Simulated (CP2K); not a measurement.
Consider acrylonitrile at its PBE geometry (Å).

```xyz
7

C    -1.0324    0.2565   -0.0153
C     0.0992   -0.4663   -0.0376
C     1.4012    0.1087    0.0587
N     2.4801    0.5482    0.1374
H    -1.0169    1.3415    0.0780
H    -2.0013   -0.2344   -0.0905
H     0.0701   -1.5541   -0.1308
```

Method: CP2K XAS_TDP, all-electron GAPW, PBEh(45%), aug-cc-pVDZ, TDA, GW2X-corrected core level, no relativity.

Question: Where do the N K-edge lines lie, and how strong are they?

Leading lines: N4 400.31 eV. The leading line of an atom is its first one with 35 % of the strongest within 2.5 eV of its lowest line over the strength cut. Core ionisation energies at this level: N4 406.19 eV.

The first six lines of each atom with a strength over 0.0015:

```tsv
atom	energy (eV)	states	strength, one atom	above the computed threshold
N4 (bonded to C)	400.31	1	0.0458	
	401.02	1	0.0544	
	405.44	1	0.0094	
	406.37	1	0.0032	yes
	407.07	1	0.0047	yes
	408.04	2	0.0031	yes
```

Lines are vertical, at one geometry, with no vibrational structure. GW2X ionisation energies and lines can be off by 1 to 2 eV either way, and a good line position may hide errors that cancel. These values hold no scalar relativity, about 0.2 eV for N 1s. Rydberg lines, and the discretised continuum above threshold, depend on the basis and the box.

[Banner, clock and machine lines of the logs are left out without a mark of their own.]

[Logs are printed without paths, hosts, clocks, repeated set-up lines and the standing remarks that a program may print on its own settings, such as how far it seeks lower states.]

[Hosts, paths, dates, database ids (printed as entryN), source tags and the programs' standing remarks are cut or masked in the printed files.]
